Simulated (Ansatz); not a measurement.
**V_O in MgO (Fm-3m): charge-transition levels and formation energies**

Charge states of V_O in MgO (Fm-3m), set against the band edges. Model: a cell of 250 host atoms with 1 O taken out.

Calculated with Ansatz 0.2.0; place-levels on PBEsol runs: charge-transition levels and formation energies with image-charge correction and potential alignment at the atomic sites; PAW set soft_1.

**What experiment says.**

“Electronic structure of alkaline earth and post-transition metal oxides” (2009, arxiv:0908.1581) quotes from earlier work for MgO, rocksalt (bulk crystal): band gap (literature experimental gap) 7.83 eV [Literature value based on experiment; other listed experimental values range from 7.7 to …].

This is a report of a sequence of runs, with most program output left out.

### Step 1. The starting structure

The cell holds 249 atoms: 125 Mg and 124 O. Its edges and angles: a = 14.902 Å, b = 14.902 Å, c = 14.902 Å, α = 60.0°, β = 60.0°, γ = 60.0°. It derives from MgO (space group Fm-3m). Nearest the centre at fractional (0.500, 0.500, 0.500): Mg174 at 2.11 Å, Mg176 at 2.11 Å, Mg134 at 2.11 Å, Mg136 at 2.11 Å, Mg126 at 2.11 Å, Mg184 at 2.11 Å, O127 at 2.98 Å, O135 at 2.98 Å.

Known beforehand: the electronic dielectric constant, 3.24, and the static one, 10.37, computed on the host (DFPT, PBEsol).

The cell's shortest repeat is 14.9 Å.

### Step 2. The runs of each charge state

A transition level is the Fermi level at which two charge states cost the same, so each charge needs its own total energy, at its own relaxed structure.

Each atom starts 0.04 Å or so off its site in a random direction: a symmetric start keeps its symmetry, and would miss off-centre moves and Jahn–Teller distortions. Forces are taken at the zone centre alone. The cell holds 1 electron fewer than the neutral one, with a uniform background that keeps it neutral on the whole. The electron count is odd, so at least one spin is unpaired; this run locks the moment at 1 μB.

One of the inputs; charge, spin and start change from state to state.

Contents of qp1_M1.relax/input.yaml:

```yaml
crystal:
  lattice:
    - [0.0, 2.10743285, 2.10743285]
    - [2.10743285, 0.0, 2.10743285]
    - [2.10743285, 2.10743285, 0.0]
  atoms:
    - { symbol: Mg, position: [0.0, 0.0, 0.0] }
    - { symbol: O, position: [0.5, 0.5, 0.5] }
  supercell: [5, 5, 5]
  defects: [{ vacancy: 125 }]
total_charge: 1
basis:
  ecutwfc: 420
  xc_grid: 2
hamiltonian:
  xc: pbesol
  pseudopotentials: { kind: paw, azcp: { folder: soft_1 }, xc_functional: pbe }
kpoints:
  mp_grid: { grid: [1, 1, 1] }
magnetization:
  spin_polarized: true
  initial_magnetization: 1
  spin_locking: { lock_magnetization: hard }
scf:
  occupations: { method: fixed }
  max_iter: 100
output:
  forces: true
  charged_corrections:
    epsilon: 3.24
    static_epsilon: 10.37
    defect_position: [0.5, 0.5, 0.5]
relax:
  f_tol: 0.02
  max_steps: 60
  random_displacement: { amplitude: 0.04, seed: 8816 }
checkpoint:
  write: "../qp1_M1.relax.run"
  compress: false
  write_wavefunctions: true
  write_every: 100000
```

Run with:

```console
$ ansatz run input.yaml --threads 32 --pin off --max-ram 84787MiB --backend cuda --events-out ev --progress --plain --runs-dir out --max-vram 78GiB
```

The energy is taken again at one point at (¼, ¼, ¼), on the same structure.

The run of this state that the levels use, under PBEsol:

Contents of qp1_M1.quarter/input.yaml:

```yaml
crystal:
  checkpoint: "../qp1_M1.relax.run"
  host: checkpoint
total_charge: 1
basis:
  ecutwfc: 420
  xc_grid: 2
hamiltonian:
  xc: pbesol
  pseudopotentials: { kind: paw, azcp: { folder: soft_1 }, xc_functional: pbe }
kpoints:
  mp_grid: { grid: [1, 1, 1], shift: [0.25, 0.25, 0.25] }
magnetization:
  spin_polarized: true
  initial_magnetization: 1
  spin_locking: { lock_magnetization: hard }
scf:
  occupations: { method: fixed }
  max_iter: 100
output:
  forces: true
  charged_corrections:
    epsilon: 3.24
    static_epsilon: 10.37
    defect_position: [0.5, 0.5, 0.5]
  eigenvalues: true
  eigenstates: { localisation: true }
  efg: {}
checkpoint:
  read: "../qp1_M1.relax.run"
  write: "../qp1_M1.quarter.run"
  compress: false
  write_wavefunctions: false
  write_every: 100000
```

Relaxations under PBEsol at the zone centre alone; times on 1 × NVIDIA GB200 with 32 threads of Arm Neoverse V2, shared host:

```
charge  moment (μB)  occupations    outcome  steps  largest displacement against the far atoms (Å)   time
     0            0        fixed  converged      4                                            0.02  7.6 s
    +1            1        fixed  converged      4                                            0.11   10 s
```

Single points under PBEsol at one point at (¼, ¼, ¼); times on 1 × NVIDIA GB200 with 32 threads of Arm Neoverse V2, shared host:

```
charge  moment (μB)  occupations    outcome   time
     0            0        fixed  converged  5.9 s
    +1            1        fixed  converged   12 s
```

Distances (Å) from the ideal centre to the nearest atoms after relaxation with PBEsol:

```
charge  moment (μB)       1.       2.       3.       4.       5.       6.
     0            0  Mg 2.12  Mg 2.12  Mg 2.12  Mg 2.13  Mg 2.13  Mg 2.13
    +1            1  Mg 2.21  Mg 2.21  Mg 2.21  Mg 2.21  Mg 2.21  Mg 2.22
```

### Step 3. Levels against the band edges, PBEsol, the zone centre alone

qp1_M1.gamma/input.yaml, as its differences from qp1_M1.quarter/input.yaml of step 2:

```diff
@@ -11,3 +11,3 @@
 kpoints:
-  mp_grid: { grid: [1, 1, 1], shift: [0.25, 0.25, 0.25] }
+  mp_grid: { grid: [1, 1, 1] }
 magnetization:
@@ -26,7 +26,5 @@
   eigenvalues: true
-  eigenstates: { localisation: true }
-  efg: {}
 checkpoint:
   read: "../qp1_M1.relax.run"
-  write: "../qp1_M1.quarter.run"
+  write: "../qp1_M1.gamma.run"
   compress: false
```

Run time: 3.8 s. Hardware: 1 × NVIDIA GB200 with 32 threads of Arm Neoverse V2, shared host; peak memory 1.6 GiB.

Contents of levels.gamma.yaml:

```yaml
host:
  run: host.gamma.run
states: [q0.gamma.run, qp1_M1.gamma.run]
geometry_from:
  q0.gamma.run: q0.relax.run
  qp1_M1.gamma.run: qp1_M1.relax.run
chemical_potentials:
  O:
    energy: -558.291301
    dataset: <sha256 of the dataset>
```

Run with:

```console
$ ansatz place-levels levels.gamma.yaml -- --threads 32 --pin off --max-ram 84787MiB --backend cuda --max-vram 78GiB
```

The job ended after 0.44 s (32 threads).

Under PBEsol the gap is 4.62 eV, (+1/0) 2.57 eV.

### Step 4. Levels against the band edges, PBEsol, one point at (¼, ¼, ¼)

A charged cell interacts with its images and the background, and its potential has another zero than the host's. place-levels removes the first by a point-charge model, screened by the static dielectric constant since the ions have relaxed around the charge, and the second by comparing potentials at atoms far from the defect.

The host is a run of the defect-free crystal in the same cutoffs, grids and k-points, so that basis and sampling errors cancel in part in the differences. The host is run in a cell of 2 atoms on a matching mesh. Its band edges are searched through the zone by a band path, so the gap is smaller than, or equal to, that on the mesh. Chemical potentials are energies per atom of O (O2 molecule), run with the same functional and cutoff.

Contents of levels.quarter.yaml:

```yaml
host:
  run: host.quarter.run
states: [q0.quarter.run, qp1_M1.quarter.run]
geometry_from:
  q0.quarter.run: q0.relax.run
  qp1_M1.quarter.run: qp1_M1.relax.run
chemical_potentials:
  O:
    energy: -558.291301
    dataset: <sha256 of the dataset>
```

Run with:

```console
$ ansatz place-levels levels.quarter.yaml -- --threads 32 --pin off --max-ram 84787MiB --backend cuda --max-vram 78GiB
```

The job ended after 0.46 s (32 threads).

Under PBEsol the gap is 4.62 eV, (+1/0) 2.59 eV; the stage before (PBEsol, at other k-points) gave a gap of 4.62 eV and levels within 0.02 eV of these.

Levels between the charges placed, in eV above the valence top:

```
        gap (eV)  (+1/0)
PBEsol      4.62    2.59
```

Corrections by state:

```
charge  moment (μB)  image terms and alignment (eV)  band filling (eV)  ε used  over the lowest of its charge, as the program ranks them, band filling apart (eV)
    +1          1.0                           0.118                  -   10.37                                                                              0.000
     0          0.0                           0.000                  -       -                                                                              0.000
```

From the program's caveats on the states, each cut to its opening words:

- charge +1 (1 μB): how wide its charge is, is not read beside other atoms or cores, and a band state would take no correction

Chemical potentials of the elements' reference phases, run alike. Formation energy by charge state (elemental references; gap 4.62 eV):

```
charge  at valence top (eV)  at conduction bottom (eV)  correction included (eV)
    +1                 4.15                       8.77                      0.12
     0                 6.74                       6.74                      0.00
```

```json
{"Fermi level (eV)": "0.00", "lowest formation energy (eV)": "4.15"}
{"Fermi level (eV)": "0.42", "lowest formation energy (eV)": "4.57"}
{"Fermi level (eV)": "0.84", "lowest formation energy (eV)": "4.99"}
{"Fermi level (eV)": "1.26", "lowest formation energy (eV)": "5.41"}
{"Fermi level (eV)": "1.68", "lowest formation energy (eV)": "5.83"}
{"Fermi level (eV)": "2.10", "lowest formation energy (eV)": "6.25"}
{"Fermi level (eV)": "2.52", "lowest formation energy (eV)": "6.67"}
{"Fermi level (eV)": "2.94", "lowest formation energy (eV)": "6.74"}
{"Fermi level (eV)": "3.36", "lowest formation energy (eV)": "6.74"}
{"Fermi level (eV)": "3.78", "lowest formation energy (eV)": "6.74"}
{"Fermi level (eV)": "4.20", "lowest formation energy (eV)": "6.74"}
{"Fermi level (eV)": "4.62", "lowest formation energy (eV)": "6.74"}
```

### Step 5. Cost and result

Levels between neighbouring charges, in eV above each run's own valence top:

```
                           gap (eV)  (+1/0)  GPU time a state at this stage (restarts are quicker than cold starts)
PBEsol, zone centre alone      4.62    2.57                                                                   2.9 s
        PBEsol, (¼, ¼, ¼)      4.62    2.59                                                                   9.2 s
```

### Step 6. Outcome

```
gap of the host                                                             : 4.62 eV (PBEsol)
level (plus 1/0)                                                            : 2.59 eV above the valence top
lowest of the charges placed, just above the valence top (0.02 eV)          : +1
lowest of the charges placed, just below the conduction bottom (0.02 eV)    : 0
lowest formation energy at mid-gap of the charges run, elemental references : 6.46 eV
```

**Reading.** Of the charges placed (0 and +1), the lowest changes at 2.59 eV (+1/0) above the valence top, in a gap of 4.62 eV. Charges above +1 and below 0 were not placed, so these runs say nothing of levels that involve them. States placed: +1 at 1 μB; 0 at 0 μB. Other spin states or structures, where not listed, weren't placed. Keep in mind: one k-point off the zone centre stands for the whole zone; PBEsol makes the gap too small and tends to spread out bound carriers; where a gas molecule sets a chemical potential or the host's formation energy, its binding is uncorrected.

Comparison with the measured values:

```
                             quantity  measured           PBEsol
band gap (least gap of the host) (eV)      7.83  4.62 (-3.21 eV)
```

Measured values from arxiv:0908.1581 (2009).

Verdict: The band gap is off by -3.21 eV: a clear miss. Local and semilocal functionals usually give gaps below the measured ones. Zero-point and thermal motion shift the measured gap.

[Logs are printed without paths, hosts, clocks, repeated set-up lines and the standing remarks that a program may print on its own settings, such as how far it seeks lower states.]

[Hosts, paths, dates, database ids (printed as entryN), source tags and the programs' standing remarks are cut or masked in the printed files.]

[Where a table of states has a column of steps, it counts the stored structures, which are thinned; the runs took as many ionic steps or more.]

[A defect's name tells the site on which it was built; relaxed atoms can leave that site.]

[For some hosts the program warned that the k-mesh of the response run may be too coarse for force constants and the static dielectric constant; such warnings are not shown here.]
